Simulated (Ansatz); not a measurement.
## V_O-H2 in SnO2 (P4_2/mnm): charge-transition levels and formation energies

Charge states of V_O-H2 in SnO2 (P4_2/mnm), set against the band edges. Model: a cell of 72 host atoms with 1 O taken out and 2 H put in.

Method: place-levels on r2SCAN runs: charge-transition levels and formation energies with image-charge correction and potential alignment at the atomic sites; PAW set soft_1, in Ansatz 0.2.0.

Experimental background.

For SnO2, rutile (undoped SnO2, literature value), “Effect of Cu F Co-doping on the Properties of AgSnO2 Contact” (2019, pmc:6679235) quotes earlier work: band gap (band gap of intrinsic SnO2, quoted experimental value) 3.6 eV [Literature value cited in passing in the theory part; measurement method, temperature and …].

This is a report of a sequence of runs, with most program output left out.

## Step 1: Starting point

The cell holds 73 atoms: 24 Sn, 47 O and 2 H. Cell: a = 9.516 Å, b = 9.516 Å, c = 9.602 Å, α = 90.0°, β = 90.0°, γ = 90.0°. It derives from SnO2 (space group P4_2/mnm). Nearest the centre at fractional (0.403, 0.597, 0.500): H72 at 0.36 Å, H73 at 0.37 Å, Sn25 at 2.06 Å, Sn67 at 2.07 Å, Sn61 at 2.07 Å, O44 at 2.61 Å, O64 at 2.92 Å, O70 at 2.92 Å.

The host's dielectric constants go in as inputs: (4.60, 4.60, 4.91) for the electrons alone, (13.48, 13.48, 10.42) with the ions, from a response run on this crystal (DFPT, PBEsol) at that run's own cell.

The cell's shortest repeat is 9.5 Å.

## Step 2: Charge states

Levels follow from differences of total energies between charge states, each relaxed by itself.

Random displacements of about 0.05 Å break the site symmetry at the start, so that the relaxation can reach a distorted minimum if there is one. Forces are taken at one point at (¼, ¼, ¼). The cell holds 1 electron fewer than the neutral one, with a uniform background that keeps it neutral on the whole. The electron count is odd, so at least one spin is unpaired; this run locks the moment at 1 μB.

The sampling was tested on the host first: at the k-points planned (1x1x1 shifted 0.25 0.25 0.25) its energy lies 0.000 eV an atom from the dense-mesh value, under the bound of 0.02 eV set for this test; that bounds the host's error, not the defect's.

One state's input; the others differ in charge, spin, start and seed, and in occupations where the table says so.

Contents of qp1_M1.relax/input.yaml:

```yaml
crystal:
  lattice:
    - [9.51550307, 0.0, 0.0]
    - [0.0, 9.51550307, 0.0]
    - [0.0, 0.0, 9.60204439]
  atoms:
    - { symbol: Sn, position: [0.25, 0.25, 0.16666667] }
    - { symbol: Sn, position: [0.0, 0.0, 0.0] }
[... 4 atom lines left out ...]
    - { symbol: Sn, position: [0.25, 0.25, 0.5] }
[... 1 atom line left out ...]
    - { symbol: O, position: [0.09702862, 0.40297138, 0.5] }
[... 2 atom lines left out ...]
    - { symbol: O, position: [0.34702862, 0.34702862, 0.33333333] }
[... 5 atom lines left out ...]
    - { symbol: O, position: [0.34702862, 0.34702862, 0.66666667] }
[... 3 atom lines left out ...]
    - { symbol: O, position: [0.40297138, 0.59702862, 0.16666667] }
[... 2 atom lines left out ...]
    - { symbol: Sn, position: [0.25, 0.75, 0.5] }
[... 2 atom lines left out ...]
    - { symbol: O, position: [0.15297138, 0.65297138, 0.33333333] }
    - { symbol: O, position: [0.34702862, 0.84702862, 0.33333333] }
[... 3 atom lines left out ...]
    - { symbol: O, position: [0.40297138, 0.59702862, 0.83333333] }
    - { symbol: O, position: [0.15297138, 0.65297138, 0.66666667] }
    - { symbol: O, position: [0.34702862, 0.84702862, 0.66666667] }
[... 8 atom lines left out ...]
    - { symbol: O, position: [0.59702862, 0.40297138, 0.5] }
[... 15 atom lines left out ...]
    - { symbol: Sn, position: [0.75, 0.75, 0.5] }
    - { symbol: Sn, position: [0.5, 0.5, 0.33333333] }
    - { symbol: O, position: [0.59702862, 0.90297138, 0.5] }
[... 1 atom line left out ...]
    - { symbol: O, position: [0.65297138, 0.65297138, 0.33333333] }
[... 2 atom lines left out ...]
    - { symbol: Sn, position: [0.5, 0.5, 0.66666667] }
[... 2 atom lines left out ...]
    - { symbol: O, position: [0.65297138, 0.65297138, 0.66666667] }
[... 1 atom line left out ...]
    - { symbol: H, position: [0.376141, 0.623859, 0.5] }
    - { symbol: H, position: [0.420295, 0.579705, 0.529735] }
  host:
    repeats: [2, 2, 3]
    atoms:
      - { symbol: Sn, position: [0.5, 0.5, 0.5] }
      - { symbol: Sn, position: [0.0, 0.0, 0.0] }
      - { symbol: O, position: [0.19405723, 0.80594277, 0.5] }
      - { symbol: O, position: [0.80594277, 0.19405723, 0.5] }
      - { symbol: O, position: [0.30594277, 0.30594277, 0.0] }
      - { symbol: O, position: [0.69405723, 0.69405723, 0.0] }
total_charge: 1
basis:
  ecutwfc: 500
  xc_grid: 2
hamiltonian:
  xc: r2scan
  pseudopotentials: { kind: paw, azcp: { folder: soft_1 } }
kpoints:
  mp_grid: { grid: [1, 1, 1], shift: [0.25, 0.25, 0.25] }
magnetization:
  spin_polarized: true
  initial_magnetization: 1
  spin_locking: { lock_magnetization: hard }
scf:
  occupations: { method: fixed }
  max_iter: 60
output:
  forces: true
  charged_corrections:
    epsilon: [4.6, 4.6, 4.91]
    static_epsilon: [13.48, 13.48, 10.42]
    defect_position: [0.402971, 0.597029, 0.5]
relax:
  f_tol: 0.02
  max_steps: 80
  random_displacement: { amplitude: 0.05, seed: 8333 }
checkpoint:
  write: "../qp1_M1.relax.run"
  compress: false
  write_wavefunctions: true
  write_every: 100000
```

Run with:

```console
$ ansatz run input.yaml --threads 8 --pin off --max-ram 15073MiB --backend cpu --events-out ev --progress --plain --runs-dir out
```

Defect states can disperse in a cell of this size, so the energy is taken again at a 2×2×2 shifted mesh, on the relaxed structure.

The run of this state that the levels use, under r2SCAN:

Contents of qp1_M1.point/input.yaml:

```yaml
crystal:
  checkpoint: "../qp1_M1.relax.run"
  host: checkpoint
total_charge: 1
basis:
  ecutwfc: 500
  xc_grid: 2
hamiltonian:
  xc: r2scan
  pseudopotentials: { kind: paw, azcp: { folder: soft_1 } }
kpoints:
  mp_grid: { grid: [2, 2, 2], shift: [0.5, 0.5, 0.5] }
magnetization:
  spin_polarized: true
  initial_magnetization: 1
  spin_locking: { lock_magnetization: hard }
scf:
  occupations: { method: fermi_dirac, width: 0.01 }
  max_iter: 60
output:
  forces: true
  eigenvalues: true
  charged_corrections:
    epsilon: [4.6, 4.6, 4.91]
    static_epsilon: [13.48, 13.48, 10.42]
    defect_position: [0.402971, 0.597029, 0.5]
  eigenstates: { localisation: true }
  populations: true
  efg: {}
checkpoint:
  read: "../qp1_M1.relax.run"
  write: "../qp1_M1.point.run"
  compress: false
  write_wavefunctions: false
  write_every: 100000
```

Relaxations under r2SCAN at one point at (¼, ¼, ¼); times on 8 threads of Arm Neoverse V2, shared host:

```csv
charge,moment (μB),occupations,outcome,steps,largest displacement against the far atoms (Å),time
0,0,fixed,converged,15,0.88,3.2 min
0,2,fixed,converged,11,0.42,5.7 min
+1,1,fixed,converged,15,0.57,7.6 min
```

Single points under r2SCAN at a 2×2×2 shifted mesh; times on 8 threads of Arm Neoverse V2, shared host:

| charge | moment (μB) | occupations | outcome | time |
| --- | --- | --- | --- | --- |
| 0 | 0 | fermi-dirac | converged | 85 s |
| 0 | 2 | fermi-dirac | converged | 3.5 min |
| +1 | 1 | fermi-dirac | converged | 3.1 min |

Distances (Å) from the ideal centre to the nearest atoms after relaxation with r2SCAN:

```
charge  moment (μB)      1.      2.       3.       4.       5.      6.
     0            0  H 0.88  H 0.88  Sn 2.12  Sn 2.12  Sn 2.13  O 2.56
     0            2  H 0.36  H 0.56  Sn 2.22  Sn 2.25  Sn 2.28  O 2.61
    +1            1  H 0.48  H 0.48  Sn 2.20  Sn 2.21  Sn 2.29  O 2.55
```

## Step 3: place-levels, r2SCAN

A charged cell interacts with its images and the background, and its potential has another zero than the host's. place-levels removes the first by a point-charge model, screened by the static dielectric constant since the ions have relaxed around the charge, and the second by comparing potentials at atoms far from the defect.

The host is a run of the defect-free crystal in the same cutoffs, grids and k-points, so that basis and sampling errors cancel in part in the differences. The host is run in a cell of 6 atoms on a matching mesh. Its band edges are searched through the zone by a band path, so the gap is smaller than, or equal to, that on the mesh. Chemical potentials are energies per atom of O (O2 molecule) and H (H2 molecule), run with the same functional and cutoff.

Contents of levels.point.yaml:

```yaml
host:
  run: host.point.run
states: [q0.point.run, q0_M2.point.run, qp1_M1.point.run]
geometry_from:
  q0.point.run: q0.relax.run
  q0_M2.point.run: q0_M2.relax.run
  qp1_M1.point.run: qp1_M1.relax.run
  host.point.run: host.relax.run
chemical_potentials:
  O:
    energy: -565.989614
    dataset: <sha256 of the dataset>
  H:
    energy: -15.945394
    dataset: "<sha256 of the dataset>"
epsilon: [4.6, 4.6, 4.91]
static_epsilon: [13.48, 13.48, 10.42]
vertical:
  - { from: qp1_M1.point.run, to: qp1_M1.point_neutral.run }
```

Run with:

```console
$ ansatz place-levels levels.point.yaml -- --threads 8 --pin off --max-ram 15073MiB
```

Elapsed: 0.28 s, on 8 threads of Arm Neoverse V2, shared host.

Levels between the charges placed, in eV above the valence top:

```
        gap (eV)  (+1/0)
r2SCAN      1.80    1.31
```

Corrections by state:

```
charge  moment (μB)  image terms and alignment (eV)  band filling (eV)                                  ε used  over the lowest of its charge, as the program ranks them, band filling apart (eV)
    +1          1.0                           0.113                  -  principal values (10.42, 13.48, 13.48)                                                                              0.000
     0          0.0                           0.000                  -                                       -                                                                              0.000
     0          2.0                           0.000                  -                                       -                                                                              1.489
```

The charged structures listed were also run neutral, and place-levels reads from each pair, by the potential or the spins, how wide the charge is by which they differ; that can be the carrier of either run.

```csv
charge,rms radius (Å),spread where it is widest against the cell (Å),wide from (Å),reading
+1,2.4,1.66,1.66,narrow
```

The neutral runs of these pairs need not share the spin of the lowest neutral state, and very wide values only mean spread over the cell.

From the program's caveats on the states, each cut to its opening words:

- charge +1 (1 μB): its displacements don't fall off away from the defect: farther atoms stand 0.041 Å off the host's places
- charge +1 (1 μB), 0 (2 μB): flagged: stability check not made
- charge 0: its displacements don't fall off away from the defect: farther atoms stand 0.021 Å off the host's places
- charge 0 (2 μB): its displacements don't fall off away from the defect: farther atoms stand 0.039 Å off the host's places
- charge 0 (2 μB): its moments are held at its close (magnetization.spin_locking), by a field of 0.221 eV a Bohr magneton, and its energy and levels are of the state that this [...]

The host's formation energy from the elements is -1.867 eV per atom; it sets how far the chemical potentials can move.

Limit set by the element alone; other compounds of these elements are not counted. Chemical potentials from the elements' reference states: O 0.00 eV, Sn -5.60 eV, H 0.00 eV. Formation energies (O-rich), with the Fermi level at the valence top and at the conduction bottom (gap 1.80 eV):

```
charge  at valence top (eV)  at conduction bottom (eV)  correction included (eV)
    +1                 4.25                       6.05                      0.11
     0                 5.56                       5.56                      0.00
```

| Fermi level (eV) | lowest formation energy (eV) |
| --- | --- |
| 0.00 | 4.25 |
| 0.16 | 4.41 |
| 0.33 | 4.58 |
| 0.49 | 4.74 |
| 0.65 | 4.90 |
| 0.82 | 5.07 |
| 0.98 | 5.23 |
| 1.14 | 5.39 |
| 1.31 | 5.56 |
| 1.47 | 5.56 |
| 1.63 | 5.56 |
| 1.80 | 5.56 |

Limit set by the element alone; other compounds of these elements are not counted. Chemical potentials from the elements' reference states: Sn 0.00 eV, O -2.80 eV, H 0.00 eV. Formation energies (Sn-rich), with the Fermi level at the valence top and at the conduction bottom (gap 1.80 eV):

```csv
charge,at valence top (eV),at conduction bottom (eV),correction included (eV)
+1,1.45,3.24,0.11
0,2.76,2.76,0.00
```

| Fermi level (eV) | lowest formation energy (eV) |
| --- | --- |
| 0.00 | 1.45 |
| 0.16 | 1.61 |
| 0.33 | 1.78 |
| 0.49 | 1.94 |
| 0.65 | 2.10 |
| 0.82 | 2.26 |
| 0.98 | 2.43 |
| 1.14 | 2.59 |
| 1.31 | 2.76 |
| 1.47 | 2.76 |
| 1.63 | 2.76 |
| 1.80 | 2.76 |

## Step 4: Effect of the sampling

The relaxations' own energies give the levels at their sampling, for comparison.

Contents of levels.relax_mesh.yaml:

```yaml
host:
  run: host.relax.run
states: [q0.relax.run, q0_M2.relax.run, qp1_M1.relax.run]
chemical_potentials:
  O:
    energy: -565.989614
    dataset: <sha256 of the dataset>
  H:
    energy: -15.945394
    dataset: "<sha256 of the dataset>"
```

Run with:

```console
$ ansatz place-levels levels.relax_mesh.yaml -- --threads 8 --pin off --max-ram 15073MiB
```

Elapsed: 0.11 s, on 8 threads.

Levels between neighbouring charges, in eV above the valence top:

```csv
,gap (eV),(+1/0)
"one point at (¼, ¼, ¼)",1.80,1.30
a 2×2×2 shifted mesh,1.80,1.31
```

Going from one point at (¼, ¼, ¼) to a 2×2×2 shifted mesh moves the levels that carry no band-filling term by up to 0.00 eV and formation energies against the elements by up to 0.00 eV.

## Step 5: Summary of results

```json
{
 "gap of the host": "1.80 eV (r2SCAN)",
 "level (plus 1/0)": "1.31 eV above the valence top",
 "lowest of the charges placed, just above the valence top (0.02 eV)": "+1",
 "lowest of the charges placed, just below the conduction bottom (0.02 eV)": "0",
 "lowest formation energy at mid-gap of the charges run, O-rich": "5.15 eV",
 "lowest formation energy at mid-gap of the charges run, Sn-rich": "2.35 eV"
}
```

**Reading.** Of the charges placed (0 and +1), the lowest changes at 1.31 eV (+1/0) above the valence top, in a gap of 1.80 eV. Charges above +1 and below 0 were not placed, so these runs say nothing of levels that involve them. States placed: +1 at 1 μB; 0 at 0 μB and 2 μB. Other spin states or structures, where not listed, weren't placed. H is taken at its element; compounds, which aren't counted here, bound the chemical potentials and would shift these formation energies. Going from one point at (¼, ¼, ¼) to a 2×2×2 shifted mesh moves the levels that carry no band-filling term by up to 0.00 eV and formation energies against the elements by up to 0.00 eV. Keep in mind: r2SCAN makes the gap too small and tends to spread out bound carriers; where a gas molecule sets a chemical potential or the host's formation energy, its binding is uncorrected; spin–orbit coupling, which can matter with heavy atoms, is left out.

Comparison with the measured values:

| quantity | measured | r2SCAN |
| --- | --- | --- |
| band gap (least gap of the host) (eV) | 3.6 | 1.80 (-1.80 eV) |

Measured values from pmc:6679235 (2019).

How well it matches: The band gap is off by -1.80 eV. Local and semilocal functionals usually give gaps below the measured ones. Spin-orbit coupling, left out here, can change the gap with such heavy elements. Zero-point and thermal motion shift the measured gap.

[Logs are printed without paths, hosts, clocks, repeated set-up lines and the standing remarks that a program may print on its own settings, such as how far it seeks lower states.]

[Hosts, paths, dates, database ids (printed as entryN), source tags and the programs' standing remarks are cut or masked in the printed files.]

[Where a table of states has a column of steps, it counts the stored structures, which are thinned; the runs took as many ionic steps or more.]

[A defect's name tells the site on which it was built; relaxed atoms can leave that site.]

[For some hosts the program warned that the k-mesh of the response run may be too coarse for force constants and the static dielectric constant; such warnings are not shown here.]
